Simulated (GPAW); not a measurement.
## ZnWO4 (P2/c): one start, several treatments of the self-energy

How much does the gap of ZnWO4 (P2/c) depend on the approximation to the self-energy?

Calculated with GPAW 26.7.0; LDA and many-body steps on it, plane waves.

**Experimental background.**

- Gap 3.9 eV: direct gap from absorption edge with Urbach fit (lower value of the range); optical absorption; 300 K; bulk crystal (thin cleaved platelet of Czochralski crystal, 10-30 um thick) (“Optical absorption of divalent metal tungstates: Correlation between the band-gap energy and the cation ionic radius”, 2008, arxiv:0807.2115).

### 1. The structure

Symmetry: P2/c, No. 13, monoclinic system. Conventional cell: a = 4.699 Å, b = 5.729 Å, c = 4.937 Å, α = 90.00°, β = 90.61°, γ = 90.00°. Nearest to Zn lie 6 O at 2.03 to 2.23 Å. W has 6 O at 1.80 to 2.14 Å nearest. Nearest to O lie 2 W at 1.92 to 2.14 Å and 1 Zn at 2.03 Å. Nearest to O lie 1 W at 1.80 Å and 2 Zn at 2.09 to 2.23 Å. Farther neighbours and most contacts between anions are not listed.

Structure file:

```xyz
12
Lattice="4.6986 0.0000 0.0000 0.0000 5.7293 0.0000 -0.0530 0.0000 4.9364" Properties=species:S:1:pos:R:3 pbc="T T T"
Zn    2.3361    3.9188    1.2341
Zn    2.3096    1.8105    3.7023
W    -0.0132    1.0461    1.2341
W    -0.0397    4.6832    3.7023
O     0.9695    0.6021    4.6220
O     3.6496    0.6021    2.7827
O     3.6761    5.1272    0.3144
O     0.9960    5.1272    2.1538
O     1.1840    2.1640    1.9726
O     3.4881    2.1640    0.4956
O     3.4616    3.5653    2.9638
O     1.1575    3.5653    4.4408
```

The cell and positions come from the Crystallography Open Database and are kept as given unless a step says otherwise. Spin-orbit coupling is left out unless a step names it.

### 2. Empty states on the mesh, 4×2×4 mesh, 311 bands

This step: GPAW 26.7.0; DFT, LDA, plane waves, PAW.

The sums over transitions need many empty states on a uniform mesh; this step solves for them.

The input, run.py:

```python
import json
import numpy as np
from gpaw.mpi import world
from gpaw import GPAW

calc = GPAW('gs.gpw').fixed_density(kpts={'size': (4, 2, 4), 'gamma': True},
    nbands=362,
    convergence={'bands': 311},
    txt='nscf.txt')
calc.write('full.gpw', mode='all')
res = {}
kpts = calc.get_ibz_k_points()
res['kpts'] = kpts
res['eigenvalues'] = [calc.get_eigenvalues(kpt=k) for k in range(len(kpts))]
res['n_electrons'] = calc.get_number_of_electrons()

if world.rank == 0:
    with open('result.json', 'w') as f:
        json.dump(res, f, default=lambda x: x.tolist())
```

Run with:

```
> mpirun -n 4 gpaw python run.py
```

Numbers of over 12 decimals in the logs are rounded to 6 here.

The log of the run:

```text
Diagonalizing LCAO Hamiltonian
Converting LCAO to pw mode
convergence criteria:
- Maximum integral of absolute [eigenst]ate change: 4e-08 eV^2 / valence electron
maximum number of iterations: 100

SCF iterations
|iter     |     time |      energy | eigst |  dens |
|iter:   1|  |             | +4.30 |       |
|iter:   2|  |             | +3.07 |       |
|iter:   3|  |             | +1.97 |       |
[...]
|iter:  14|  |             | -6.58 |       |
|iter:  15|  |             | -6.99 |       |
|iter:  16|  |             | -7.45c|       |
SCF steps: 16
  __  _  _
 | _ |_)|_||  |
 |__||  | ||/\| - 26.7.0

Input parameters:
  mode=PW(ecut=600.0),
  convergence={'bands': 311},
  gpts=array([27, 35, 28]),
  kpts=MonkhorstPack(size=(4, 2, 4), gamma=True),
  maxiter=100,
  nbands=362,
  occupations=Occupations(name='fermi-dirac', width=0.001, fixmagmom=False),
  parallel={},
  xc=XC(name='LDA')
# Writing to full.gpw (mode='all')
  [... matrices ...]

timing:  # [seconds]
  Total: 0.132  # ━━━━━━━━━━━━━━━━━━━━━━━━━━━━━━━━━━━━━━━━━━━━━━━━━━━━━━━━━━━
```

It took 5.8 min on 4 MPI ranks of Arm Neoverse V2, shared host; peak memory 1.9 GiB.

Numbers from this step:

```
gap                                                           : 2.835 eV
k of the valence top                                          : 0, 0.5, 0
k of the conduction bottom                                    : 0, 0.5, 0
least direct gap                                              : 2.835 eV
k points computed                                             : 20
lowest point of the top converged band, above the valence top : 83.1170 eV
```

On this mesh the gap is 2.835 eV.

### 3. G0W0, Godby-Needs plasmon pole

G0W0 replaces the xc potential by the self-energy, built once from these orbitals. Only a window of levels is corrected, while the sums run over the empty bands that the input names.

This step: G0W0 on LDA, plane waves, PAW.

The input, run.py:

```python
import json
import numpy as np
from gpaw.mpi import world
from gpaw.response.g0w0 import G0W0

gw = G0W0('full.gpw',
    filename='gw',
    kpts=[0, 3],
    bands=(48, 52),
    ecut=60,
    nbands=140,
    integrate_gamma='WS',
    ppa=True)
gw.calculate()
res = {mode: {k: v for k, v in r.items() if k != 'sigma_eskwn'}
       for mode, r in gw.all_results.items()}

if world.rank == 0:
    with open('result.json', 'w') as f:
        json.dump(res, f, default=lambda x: x.tolist())
```

Run with:

```
> mpirun -n 4 gpaw python run.py
```

The log of the run:

```text
Using integrator: PointIntegrator
FrequencyGridDescriptor(from 0.000+0.000j to 0.000+27.211j eV, 2 points)
Nonperiodic BCs:  [False False False]
Using integrator: PointIntegrator
FrequencyGridDescriptor(from 0.000+0.000j to 0.000+27.211j eV, 2 points)
Nonperiodic BCs:  [False False False]
  ___  _ _ _
 |   || | | |
 | | || | | |
 |__ ||_____|
 |___|

BZ k-points: Symmetries present (total): 2

  [... matrices ...]
32 k-points: 4 x 2 x 4 Monkhorst-Pack grid + [1/8,1/4,1/8]
20 k-points in the irreducible part of the Brillouin zone
       k-points in crystal coordinates                weights
   0:     0.00000000    0.00000000    0.00000000          1/32
   1:     0.00000000    0.00000000    0.25000000          2/32
   2:     0.00000000    0.00000000    0.50000000          1/32
   3:     0.00000000    0.50000000    0.00000000          1/32
   4:     0.00000000    0.50000000    0.25000000          2/32
   5:     0.00000000    0.50000000    0.50000000          1/32
   6:     0.25000000    0.00000000   -0.25000000          2/32
   7:     0.25000000    0.00000000    0.00000000          2/32
   8:     0.25000000    0.00000000    0.25000000          2/32
   9:     0.25000000    0.00000000    0.50000000          2/32
          ...
  19:     0.50000000    0.50000000    0.50000000          1/32

Distributing spins, k-points and bands (1 x 2 x 4) over 4 processes
Number of blocks: 1

Quasi particle states:
k-points (IBZ indices): [0, 3]
Band range: (48, 52)
  [... matrices ...]
Computational parameters:
Plane wave cut-off: 60 eV
Number of bands: 140
Coulomb cutoff: None
Broadening: 0.1 eV

fxc modes: GW
Kernel: RPA
Using Godby-Needs plasmon-pole approximation:
  Fitting energy: i*E0, E0 = 1.000 Hartree
Summing all q:

Calculating screened Coulomb potential
No Coulomb truncation
FrequencyGridDescriptor(from 0.000+0.000j to 0.000+27.211j eV, 2 points)
Removing empty qpoint cache files...

Calculating chi0 body with:
    Ground state adapter containing:
    Number of spins: 1
    Number of kpoints: 32
    Number of irreducible kpoints: 20
    Number of completely occupied states: 50
    Number of partially occupied states: 50
    Occupied states memory: 20.187378 M / cpu

    Linear response parametrization:
    q_c: [0.0, 0.0, 0.0]
    Number of frequency points: 2
    Planewave cutoff: 60.0
    Number of bands: 140
    Number of planewaves: 137
    Broadening (eta): 1e-06
    comm.size: 4
    kncomm.size: 4
    blockcomm.size: 1

    Memory estimate of potentially large arrays:
        chi0_wGG: 0.572784 M / cpu
Integrating chi0 body.

Symmetries of q_c:
    Direct symmetries (Uq -> q): 2
    Indirect symmetries (TUq -> q): 0
In total 2 allowed symmetries.

  [... matrices ...]
20 groups of equivalent kpoints. 37.5% reduction.

Integral kind: response function
Integrating chi0 head and wings.

Symmetries of q_c:
    Direct symmetries (Uq -> q): 2
    Indirect symmetries (TUq -> q): 0
In total 2 allowed symmetries.

  [... matrices ...]
20 groups of equivalent kpoints. 37.5% reduction.

Integral kind: response function wings

Calculating chi0 body with:
    Ground state adapter containing:
    Number of spins: 1
    Number of kpoints: 32
    Number of irreducible kpoints: 20
    Number of completely occupied states: 50
    Number of partially occupied states: 50
    Occupied states memory: 20.187378 M / cpu

[... the further q-points ...]

Results:
f:      Occupation numbers
eps:     KS-eigenvalues [eV]
vxc:     KS vxc [eV]
exx:     Exact exchange [eV]
sigma:   Self-energies [eV]
dsigma:  Self-energy derivatives
Z:       Renormalization factors
qp:      QP-energies [eV]

k-point 0 (0): (0.000, 0.000, 0.000)                GW
band       f     eps     vxc     exx   sigma  dsigma       Z      qp
                                                                   GW
  48   1.000   4.291 -21.291 -26.282   5.076  -0.295   0.772   4.357
  49   1.000   4.318 -22.830 -27.858   4.985  -0.286   0.777   4.284
  50   0.000   7.884 -21.073 -15.824  -2.854  -0.231   0.812   9.830
  51   0.000   8.333 -22.113 -16.416  -3.178  -0.235   0.810  10.374

k-point 1 (3): (0.000, 0.500, 0.000)                GW
band       f     eps     vxc     exx   sigma  dsigma       Z      qp
                                                                   GW
  48   1.000   4.076 -24.847 -30.325   4.997  -0.286   0.778   3.702
  49   1.000   4.572 -24.298 -29.506   5.043  -0.284   0.779   4.443
  50   0.000   7.407 -21.332 -15.769  -3.201  -0.221   0.819   9.342
  51   0.000   8.342 -22.401 -16.611  -3.204  -0.235   0.810  10.435
```

Run time: 4.3 min. Hardware: 4 MPI ranks; peak memory 2.8 GiB; 17 min of CPU time.

This step gave:

```yaml
g0w0_gap_on_the_points_computed: 4.899 eV
least_direct_g0w0_gap_on_the_computed_points: 4.899 eV
z_at_the_valence_top: 0.7788
z_at_the_conduction_bottom: 0.8188
starting_gap_on_the_mesh: 2.835 eV
k_of_the_valence_top: 0, 0.5, 0
k_of_the_conduction_bottom: 0, 0.5, 0
```

The gap on the mesh goes from 2.84 eV to 4.90 eV, a correction of +2.06 eV.

### 4. One-shot HSE06

This step: one-shot HSE06 levels on LDA orbitals, plane waves, PAW.

The input, run.py:

```python
import json
import numpy as np
from gpaw.mpi import world
from gpaw.hybrids.eigenvalues import non_self_consistent_eigenvalues

dft, vxc, vxc_hyb = non_self_consistent_eigenvalues('full.gpw', 'HSE06', 48, 52, kpt_indices=[0, 3])
res = {'dft': dft[0], 'hybrid': (dft - vxc + vxc_hyb)[0]}
if world.rank == 0:
    with open('hybrid.txt', 'w') as f:
        for k, e0, e1 in zip([0, 3], res['dft'], res['hybrid']):
            print(k, ' '.join(f'{x:9.4f}' for x in e0), '|', ' '.join(f'{x:9.4f}' for x in e1), file=f)

if world.rank == 0:
    with open('result.json', 'w') as f:
        json.dump(res, f, default=lambda x: x.tolist())
```

Run with:

```
> mpirun -n 4 gpaw python run.py
```

The log of the run:

```text
IBZ(<points: 20, symmetries: 2>)
Occupied bands: 50
Transforming wave functions from IBZ to BZ: 0.031 seconds
Distributing wave functions and iFFT-ing to real space: 0.900 seconds
Calculating eigenvalues:
  k-points: 2
  Bands: 48-51 (inclusive)
  Seconds: 3.926 (wave-function broadcasting: 0.017 seconds)
HSE06-eigenvalue shifts:
  min: -1.209 eV
  ave: -0.081 eV
  max: 1.030 eV
```

Run time: 7.8 s. Hardware: 4 MPI ranks; peak memory 1.9 GiB; 31 s of CPU time.

This step gave:

```yaml
starting_gap_on_the_mesh: 2.835 eV
hybrid_gap_on_the_mesh: 5.027 eV
least_direct_hybrid_gap_on_the_computed_points: 5.027 eV
```

### 5. G0W0, extrapolated in the cutoff

This step: G0W0 on LDA, plane waves, PAW.

The input, run.py:

```python
import json
import numpy as np
from gpaw.mpi import world
from gpaw.response.g0w0 import G0W0

gw = G0W0('full.gpw',
    filename='gw',
    kpts=[0, 3],
    bands=(48, 52),
    ecut=100.0,
    integrate_gamma='WS',
    ppa=True,
    ecut_extrapolation=True)
gw.calculate()
res = {mode: {k: v for k, v in r.items() if k != 'sigma_eskwn'}
       for mode, r in gw.all_results.items()}

if world.rank == 0:
    with open('result.json', 'w') as f:
        json.dump(res, f, default=lambda x: x.tolist())
```

Run with:

```
> mpirun -n 4 gpaw python run.py
```

The log of the run:

```text
Using integrator: PointIntegrator
FrequencyGridDescriptor(from 0.000+0.000j to 0.000+27.211j eV, 2 points)
Nonperiodic BCs:  [False False False]
Using integrator: PointIntegrator
FrequencyGridDescriptor(from 0.000+0.000j to 0.000+27.211j eV, 2 points)
Nonperiodic BCs:  [False False False]
  ___  _ _ _
 |   || | | |
 | | || | | |
 |__ ||_____|
 |___|

BZ k-points: Symmetries present (total): 2

  [... matrices ...]
32 k-points: 4 x 2 x 4 Monkhorst-Pack grid + [1/8,1/4,1/8]
20 k-points in the irreducible part of the Brillouin zone
       k-points in crystal coordinates                weights
   0:     0.00000000    0.00000000    0.00000000          1/32
   1:     0.00000000    0.00000000    0.25000000          2/32
   2:     0.00000000    0.00000000    0.50000000          1/32
[...]
9:     0.25000000    0.00000000    0.50000000          2/32
          ...
  19:     0.50000000    0.50000000    0.50000000          1/32

Distributing spins, k-points and bands (1 x 2 x 4) over 4 processes
Number of blocks: 1

Quasi particle states:
k-points (IBZ indices): [0, 3]
Band range: (48, 52)
  [... matrices ...]
Computational parameters:
Extrapolating to infinite plane wave cut-off using points at:
  86.177 eV
  92.448 eV
  100.000 eV
Number of bands: 301
Coulomb cutoff: None
Broadening: 0.1 eV

fxc modes: GW
Kernel: RPA
Using Godby-Needs plasmon-pole approximation:
  Fitting energy: i*E0, E0 = 1.000 Hartree
Summing all q:

Calculating screened Coulomb potential
No Coulomb truncation
FrequencyGridDescriptor(from 0.000+0.000j to 0.000+27.211j eV, 2 points)
Removing empty qpoint cache files...

Calculating chi0 body with:
    Ground state adapter containing:
    Number of spins: 1
    Number of kpoints: 32
    Number of irreducible kpoints: 20
[...]
chi0_wGG: 2.513702 M / cpu
Integrating chi0 body.

Symmetries of q_c:
    Direct symmetries (Uq -> q): 2
    Indirect symmetries (TUq -> q): 0
In total 2 allowed symmetries.

  [... matrices ...]
20 groups of equivalent kpoints. 37.5% reduction.

Integral kind: response function
Integrating chi0 head and wings.

Symmetries of q_c:
    Direct symmetries (Uq -> q): 2
    Indirect symmetries (TUq -> q): 0
In total 2 allowed symmetries.

  [... matrices ...]
20 groups of equivalent kpoints. 37.5% reduction.

Integral kind: response function wings

Calculating chi0 body with:
    Ground state adapter containing:
    Number of spins: 1
    Number of kpoints: 32
    Number of irreducible kpoints: 20
    Number of completely occupied states: 50
    Number of partially occupied states: 50
    Occupied states memory: 20.187378 M / cpu

[... the further q-points ...]
Extrapolating selfenergy to infinite energy cutoff:
  Performing linear fit to 3 points
  Warning: Bad quality of linear fit for some (n,k).
           Higher cutoff might be necessary.
  Minimum R^2 = 0.2172. (R^2 Should be close to 1)
  [... matrices ...]
Results:
f:      Occupation numbers
eps:     KS-eigenvalues [eV]
vxc:     KS vxc [eV]
exx:     Exact exchange [eV]
sigma:   Self-energies [eV]
dsigma:  Self-energy derivatives
Z:       Renormalization factors
qp:      QP-energies [eV]

k-point 0 (0): (0.000, 0.000, 0.000)                GW
band       f     eps     vxc     exx   sigma  dsigma       Z      qp
                                                                   GW
  48   1.000   4.291 -21.291 -26.282   4.376  -0.310   0.763   3.822
  49   1.000   4.318 -22.830 -27.858   4.406  -0.302   0.768   3.840
  50   0.000   7.884 -21.073 -15.824  -3.605  -0.243   0.805   9.207
[...]
k-point 1 (3): (0.000, 0.500, 0.000)                GW
band       f     eps     vxc     exx   sigma  dsigma       Z      qp
                                                                   GW
[...]
50   0.000   7.407 -21.332 -15.769  -3.938  -0.231   0.812   8.727
  51   0.000   8.342 -22.401 -16.611  -3.979  -0.248   0.801   9.792
```

Elapsed: 15 min, on 4 MPI ranks; peak memory 2.9 GiB.

Numbers from this step:

- quasiparticle gap on the points computed: 4.644 eV
- least direct quasiparticle gap on the computed points: 4.644 eV
- Z at the valence top: 0.7688
- Z at the conduction bottom: 0.8120
- starting gap on the mesh: 2.835 eV
- k of the valence top: 0, 0.5, 0
- k of the conduction bottom: 0, 0.5, 0
- gaps at the cutoffs of the extrapolation: 4.739, 4.730, 4.720 eV

Against G0W0 in GPAW (4×2×4 mesh, 140 bands, screening to 60 eV, Godby-Needs plasmon pole), the gap moves by −0.256 eV.

(Part 1 of 2 ends here.)

[Paths, hosts, dates, memory and timing lines, banners, echoed tables and standing remarks are left out of the program output.]

[Logs are printed without paths, hosts, clocks, repeated set-up lines and the standing remarks that a program may print on its own settings, such as how far it seeks lower states.]

[Runs of the session that timed out or met a known fault of the program may be left out.]

[Hosts, paths, dates, database ids (printed as entryN), source tags and the programs' standing remarks are cut or masked in the printed files.]
